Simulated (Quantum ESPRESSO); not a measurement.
# C, zinc blende or diamond type, strained in the (001) plane, stepped through biaxial strain in the plane, part 5 of 6

Aim: how the results for C, zinc blende or diamond type, strained in the (001) plane change with biaxial strain in the plane.

Quantum ESPRESSO 7.5; plane-wave DFT, PBE, GBRV ultrasoft pseudopotentials.

So far. Step 9 (Relaxing cell and ions, 3 %):  The last row is no step: it is a fresh SCF in the final cell with a new plane-wave basis, +0 meV from the row before.

## (10) Self-consistent run, 3 %

The input, m7.scf.in:

```
&control
  prefix = 'm7.scf'
  outdir = './out'
  pseudo_dir = './pseudo'
  calculation = 'scf'
  tprnfor = .true.
/
&system
  ibrav = 0
  nat = 4
  ntyp = 1
  ecutwfc = 40
  ecutrho = 200
  occupations = 'fixed'
  nbnd = 12
/
&electrons
  conv_thr = 1e-09
  mixing_beta = 0.6
  electron_maxstep = 120
/
ATOMIC_SPECIES
  C   12.0110  c_pbe_v1.2.uspp.F.UPF
CELL_PARAMETERS angstrom
  2.60122375000000 0.00000000000000 0.00000000000000
  0.00000000000000 2.60122375000000 0.00000000000000
  0.00000000000000 0.00000000000000 3.54705989200000
ATOMIC_POSITIONS crystal
  C   0.000000000000 0.000000000000 0.000000000000
  C   0.500000000000 0.000000000000 0.250000025700
  C   0.500000000000 0.500000000000 0.500000000000
  C   0.000000000000 0.500000000000 0.749999974300
K_POINTS automatic
  10 10 8 0 0 0
```

The run is started by

```sh
$ OMP_NUM_THREADS=1 mpirun -n 4 pw.x -nk 4 -in m7.scf.in > m7.scf.out
```

The log of the run:

```text
[banner, memory and clock lines left out]
Program PWSCF v.7.5 starts
[...]
Message from routine setup:
[...]
number of electrons       =        16.00
     number of Kohn-Sham states=           12
     kinetic-energy cutoff     =      40.0000  Ry
     charge density cutoff     =     200.0000  Ry
[...]
number of k points=   105
[...]
Dense  grid:     7687 G-vectors     FFT dimensions: (  24,  24,  32)
[...]
Starting wfcs are   16 randomized atomic wfcs
[...]
estimated scf accuracy    <       0.19953562 Ry
[...]
estimated scf accuracy    <       0.01496804 Ry
[...]
estimated scf accuracy    <       0.00018704 Ry
[...]
estimated scf accuracy    <       0.00000276 Ry
[...]
estimated scf accuracy    <       0.00000006 Ry
[...]
estimated scf accuracy    <          1.0E-09 Ry
[...]
highest occupied, lowest unoccupied level (ev):    12.6943   15.8290
!    total energy              =     -45.91239415 Ry
     estimated scf accuracy    <          5.1E-11 Ry
[...]
one-electron contribution =      14.88037276 Ry
     hartree contribution      =       3.97530450 Ry
     xc contribution           =     -14.55903356 Ry
     ewald contribution        =     -50.20903785 Ry
     convergence has been achieved in   7 iterations
[...]
Total force =     0.000000     Total SCF correction =     0.000004
[...]
```

It took 3.4 s on 4 MPI ranks of Intel Xeon Platinum 8259CL at 2.50GHz (Skylake/Cascade Lake), shared host; peak memory 0.22 GiB; 13 s of CPU time.

Read from the output:

```
free energy                          : -624.6699 eV
conduction bottom, on the run's zero : 15.83 eV
gap by band count                    : 3.135 eV
```

## (11) Complex bands with pwcond.x, 3 %

The input, m7.cbs.in:

```
&inputcond
  outdir = './out'
  prefixl = 'm7.scf'
  band_file = 'm7.cbs'
  ikind = 0
  ewind = 4.0
  epsproj = 1e-05
  nz1 = 7
  energy0 = 6.45
  denergy = -0.15
/
3
  0.00000000 0.00000000 1.00000000
  0.50000000 0.00000000 1.00000000
  0.50000000 0.50000000 1.00000000
51
```

The run is started by

```sh
$ OMP_NUM_THREADS=1 mpirun -n 4 pwcond.x -in m7.cbs.in > m7.cbs.out
```

The log of the run:

```text
[banner, memory and clock lines left out]
Program PWCOND v.7.5 starts
[citation notice left out]

[...]
./out/m7.scf.save/

     IMPORTANT: XC functional enforced from input :
     Exchange-correlation= PBE
                           (   1   4   3   4   0   0   0)
     Any further DFT definition will be discarded
     Please, verify this is what you really want

     Reading collected, re-writing distributed wavefunctions

===== INPUT FILE containing the left lead =====

     GEOMETRY:

     lattice parameter (alat)  =       4.9156  a.u.
[...]
-0.1677180  -0.0000000   6.3000000
  -0.1677180  -0.0000000   6.3000000
  -0.2868049   0.0000000   6.3000000
[... further energies and points left out ...]
---  E-Ef =   -0.9000000  k =    0.5000000   0.5000000
---  ie =         50  ik =          3
 Nchannels of the left tip =            0
 Right moving states:
   k1(2pi/a)   k2(2pi/a)   E-Ef (eV)
 Left moving states:
   k1(2pi/a)   k2(2pi/a)   E-Ef (eV)

---  E-Ef =   -1.0500000  k =    0.5000000   0.5000000
---  ie =         51  ik =          3
 Nchannels of the left tip =            0
 Right moving states:
   k1(2pi/a)   k2(2pi/a)   E-Ef (eV)
 Left moving states:
   k1(2pi/a)   k2(2pi/a)   E-Ef (eV)

[...]
```

Wall time 29 s (4 MPI ranks); peak memory 0.21 GiB.

K across = (0, 0) in the cell's reciprocal vectors; values within 0.0025 1/Å of each other count once, columns are sorted by size at each energy, a dash where no further value was kept. Table of Im kz of the slowest decaying states by energy, zero at the highest filled level of the SCF mesh:

```
energy (eV)  decay 1 (Å⁻¹)  decay 2 (Å⁻¹)  decay 3 (Å⁻¹)
      -1.05           1.22           2.20           2.61
      -0.75           1.17           2.18           2.60
      -0.60           1.15           2.17           2.59
      -0.30          0.131           1.10           2.16
       0.00          0.034          0.197           1.06
       0.30          0.202          0.239           1.01
       0.45          0.245          0.256          0.981
       0.75          0.282          0.311          0.926
       1.05          0.301          0.363          0.869
       1.35          0.315          0.406          0.807
       1.50          0.321          0.425          0.773
       1.80          0.328          0.459          0.702
       2.10          0.332          0.488          0.621
       2.25          0.332          0.502          0.576
       2.55          0.331           0.47          0.526
       2.85          0.325          0.329          0.548
       3.15          0.317          0.566           1.95
       3.30          0.311          0.575           1.94
       3.60          0.296          0.591           1.92
       3.90          0.277          0.604           1.91
       4.05          0.265           0.61           1.90
       4.35          0.236          0.621           1.88
       4.65          0.199           0.63           1.86
       4.95          0.145          0.219          0.638
       5.10          0.105           0.31          0.641
       5.40          0.427          0.646           1.81
       5.70          0.507           0.65           1.79
       6.00          0.567          0.652           1.77
       6.15          0.593          0.653           1.76
       6.45          0.636          0.653           1.75
```

## (12) Relaxing cell and ions, 4 %

The input, m8.relax.in:

```
&control
  prefix = 'm8.relax'
  outdir = './out'
  pseudo_dir = './pseudo'
  nstep = 40
  forc_conv_thr = 0.001
  calculation = 'vc-relax'
/
&system
  ibrav = 0
  nat = 4
  ntyp = 1
  ecutwfc = 50
  ecutrho = 250
  occupations = 'fixed'
/
&electrons
  conv_thr = 1e-10
  mixing_beta = 0.6
  electron_maxstep = 120
/
&ions
/
&cell
  cell_dofree = 'z'
  press_conv_thr = 0.3
/
ATOMIC_SPECIES
  C   12.0110  c_pbe_v1.2.uspp.F.UPF
CELL_PARAMETERS angstrom
  2.62647834904000 0.00000000000000 0.00000000000000
  0.00000000000000 2.62647834904000 0.00000000000000
  0.00000000000000 0.00000000000000 3.57152940200000
ATOMIC_POSITIONS crystal
  C   0.000000000000 0.000000000000 0.000000000000
  C   0.500000000000 0.000000000000 0.250000011900
  C   0.500000000000 0.500000000000 0.500000000000
  C   0.000000000000 0.500000000000 0.749999988100
K_POINTS automatic
  10 10 8 0 0 0
```

The run is started by

```sh
$ OMP_NUM_THREADS=1 mpirun -n 4 pw.x -nk 4 -in m8.relax.in > m8.relax.out
```

The log of the run:

```text
[banner, memory and clock lines left out]
Program PWSCF v.7.5 starts
[...]
Message from routine setup:
[...]
number of electrons       =        16.00
     number of Kohn-Sham states=            8
     kinetic-energy cutoff     =      50.0000  Ry
     charge density cutoff     =     250.0000  Ry
[...]
number of k points=   105
[...]
Dense  grid:    11097 G-vectors     FFT dimensions: (  25,  25,  36)
[...]
Starting wfcs are   16 randomized atomic wfcs
[...]
estimated scf accuracy    <       0.18696294 Ry
[...]
estimated scf accuracy    <       0.01460978 Ry
[...]
estimated scf accuracy    <       0.00018741 Ry
[...]
estimated scf accuracy    <       0.00000293 Ry
[...]
estimated scf accuracy    <       0.00000016 Ry
[...]
estimated scf accuracy    <          4.6E-09 Ry
[...]
highest occupied level (ev):    12.2636
!    total energy              =     -45.90556995 Ry
     estimated scf accuracy    <          3.6E-11 Ry
[...]
one-electron contribution =      14.31404481 Ry
     hartree contribution      =       4.03050169 Ry
     xc contribution           =     -14.47603794 Ry
     ewald contribution        =     -49.77407851 Ry
     convergence has been achieved in   7 iterations
[...]
Total force =     0.000000     Total SCF correction =     0.000001
[...]
estimated scf accuracy    <       0.00004504 Ry
[...]
estimated scf accuracy    <       0.00000319 Ry
[...]
estimated scf accuracy    <       0.00000007 Ry
[...]
estimated scf accuracy    <          5.0E-10 Ry
[...]
highest occupied level (ev):    12.6172
!    total energy              =     -45.90587760 Ry
     estimated scf accuracy    <          5.6E-11 Ry
[...]
one-electron contribution =      14.62701832 Ry
     hartree contribution      =       3.99411454 Ry
     xc contribution           =     -14.51723900 Ry
     ewald contribution        =     -50.00977145 Ry
     convergence has been achieved in   5 iterations
[...]
Total force =     0.000000     Total SCF correction =     0.000000
[...]
estimated scf accuracy    <       0.00000503 Ry
[...]
estimated scf accuracy    <       0.00000036 Ry
[...]
estimated scf accuracy    <          7.7E-09 Ry
[...]
estimated scf accuracy    <          1.4E-10 Ry
[...]
estimated scf accuracy    <          5.5E-12 Ry
[...]
highest occupied level (ev):    12.4984
!    total energy              =     -45.90597784 Ry
     estimated scf accuracy    <          3.6E-14 Ry
[...]
one-electron contribution =      14.52118819 Ry
     hartree contribution      =       4.00653676 Ry
     xc contribution           =     -14.50343847 Ry
     ewald contribution        =     -49.93026433 Ry
     convergence has been achieved in   6 iterations
[...]
Total force =     0.000000     Total SCF correction =     0.000000
[...]
estimated scf accuracy    <          6.3E-10 Ry
[...]
estimated scf accuracy    <          4.6E-11 Ry
[...]
highest occupied level (ev):    12.4997
!    total energy              =     -45.90597786 Ry
     estimated scf accuracy    <          9.3E-13 Ry
[...]
one-electron contribution =      14.52236759 Ry
     hartree contribution      =       4.00639882 Ry
     xc contribution           =     -14.50359291 Ry
     ewald contribution        =     -49.93115135 Ry
     convergence has been achieved in   3 iterations
[...]
Total force =     0.000000     Total SCF correction =     0.000000
[...]
number of electrons       =        16.00
     number of Kohn-Sham states=            8
     kinetic-energy cutoff     =      50.0000  Ry
     charge density cutoff     =     250.0000  Ry
[...]
number of k points=   105
[...]
Dense  grid:    10977 G-vectors     FFT dimensions: (  25,  25,  36)
[...]
Starting wfcs are   16 randomized atomic wfcs
[...]
estimated scf accuracy    <       0.19651409 Ry
[...]
estimated scf accuracy    <       0.01423751 Ry
[...]
estimated scf accuracy    <       0.00017872 Ry
[...]
estimated scf accuracy    <       0.00000344 Ry
[...]
estimated scf accuracy    <       0.00000012 Ry
[...]
estimated scf accuracy    <          2.1E-09 Ry
[...]
estimated scf accuracy    <          3.5E-11 Ry
[...]
estimated scf accuracy    <          2.0E-11 Ry
[...]
highest occupied level (ev):    12.4997
!    total energy              =     -45.90597042 Ry
     estimated scf accuracy    <          7.6E-13 Ry
[...]
one-electron contribution =      14.52237575 Ry
     hartree contribution      =       4.00639549 Ry
     xc contribution           =     -14.50359031 Ry
     ewald contribution        =     -49.93115135 Ry
     convergence has been achieved in   9 iterations
[...]
Total force =     0.000000     Total SCF correction =     0.000000
[...]
```

Run time: 20 s. Hardware: 4 MPI ranks; peak memory 0.23 GiB.

The steps of the relaxation:

```
step  energy less that of the first step (eV)  largest force (eV/Å)  volume (Å³)
   1                                   0.0000                0.0000        24.64
   2                                  -0.0042                0.0000        24.30
   3                                  -0.0055                0.0000        24.42
   4                                  -0.0055                0.0000        24.41
   5                                  -0.0054                0.0000        24.41
```

```
conventional cell, symmetrised  before  after  change
                         a (Å)   2.626  2.626  -0.0 %
                         b (Å)   2.626  2.626  -0.0 %
                         c (Å)   3.572  3.539  -0.9 %
              volume (Å³/atom)    6.16   6.10  -0.9 %
```

 The last row is no step: it is a fresh SCF in the final cell with a new plane-wave basis, +0 meV from the row before.

Read from the output:

```
free energy                    : -624.5825 eV
valence top, on the run's zero : 12.50 eV
```

## (13) Ground state, 4 %

The input, m8.scf.in:

```
&control
  prefix = 'm8.scf'
  outdir = './out'
  pseudo_dir = './pseudo'
  calculation = 'scf'
  tprnfor = .true.
/
&system
  ibrav = 0
  nat = 4
  ntyp = 1
  ecutwfc = 40
  ecutrho = 200
  occupations = 'fixed'
  nbnd = 12
/
&electrons
  conv_thr = 1e-09
  mixing_beta = 0.6
  electron_maxstep = 120
/
ATOMIC_SPECIES
  C   12.0110  c_pbe_v1.2.uspp.F.UPF
CELL_PARAMETERS angstrom
  2.62647834900000 0.00000000000000 0.00000000000000
  0.00000000000000 2.62647834900000 0.00000000000000
  0.00000000000000 0.00000000000000 3.53921731500000
ATOMIC_POSITIONS crystal
  C   0.000000000000 0.000000000000 0.000000000000
  C   0.500000000000 0.000000000000 0.250000027000
  C   0.500000000000 0.500000000000 0.500000000000
  C   0.000000000000 0.500000000000 0.749999973000
K_POINTS automatic
  10 10 8 0 0 0
```

The run is started by

```sh
$ OMP_NUM_THREADS=1 mpirun -n 4 pw.x -nk 4 -in m8.scf.in > m8.scf.out
```

The log of the run:

```text
[banner, memory and clock lines left out]
Program PWSCF v.7.5 starts
[...]
Message from routine setup:
[...]
number of electrons       =        16.00
     number of Kohn-Sham states=           12
     kinetic-energy cutoff     =      40.0000  Ry
     charge density cutoff     =     200.0000  Ry
[...]
number of k points=   105
[...]
Dense  grid:     7815 G-vectors     FFT dimensions: (  24,  24,  32)
[...]
Starting wfcs are   16 randomized atomic wfcs
[...]
estimated scf accuracy    <       0.19104218 Ry
[...]
estimated scf accuracy    <       0.01448357 Ry
[...]
estimated scf accuracy    <       0.00018921 Ry
[...]
estimated scf accuracy    <       0.00000244 Ry
[...]
estimated scf accuracy    <       0.00000006 Ry
[...]
estimated scf accuracy    <          7.0E-09 Ry
[...]
highest occupied, lowest unoccupied level (ev):    12.5016   15.3298
!    total energy              =     -45.90487590 Ry
     estimated scf accuracy    <          1.4E-10 Ry
[...]
one-electron contribution =      14.52372007 Ry
     hartree contribution      =       4.00585185 Ry
     xc contribution           =     -14.50329646 Ry
     ewald contribution        =     -49.93115137 Ry
     convergence has been achieved in   7 iterations
[...]
Total force =     0.000002     Total SCF correction =     0.000005
[...]
```

Wall time 3.9 s (4 MPI ranks); peak memory 0.22 GiB.

Read from the output:

| Quantity | Value |
| --- | --- |
| free energy | -624.5677 eV |
| conduction bottom, on the run's zero | 15.33 eV |
| gap by band count | 2.828 eV |

(Part 5 of 6 ends here.)

[Logs are printed without paths, hosts, clocks, repeated set-up lines and the standing remarks that a program may print on its own settings, such as how far it seeks lower states.]

[Hosts, paths, dates, database ids (printed as entryN), source tags and the programs' standing remarks are cut or masked in the printed files.]

[Maps of the electrostatic potential energy from Ansatz leave out the sawtooth potential of an applied field or a dipole correction, so their vacuum need not be flat; planar profiles and work functions include it.]
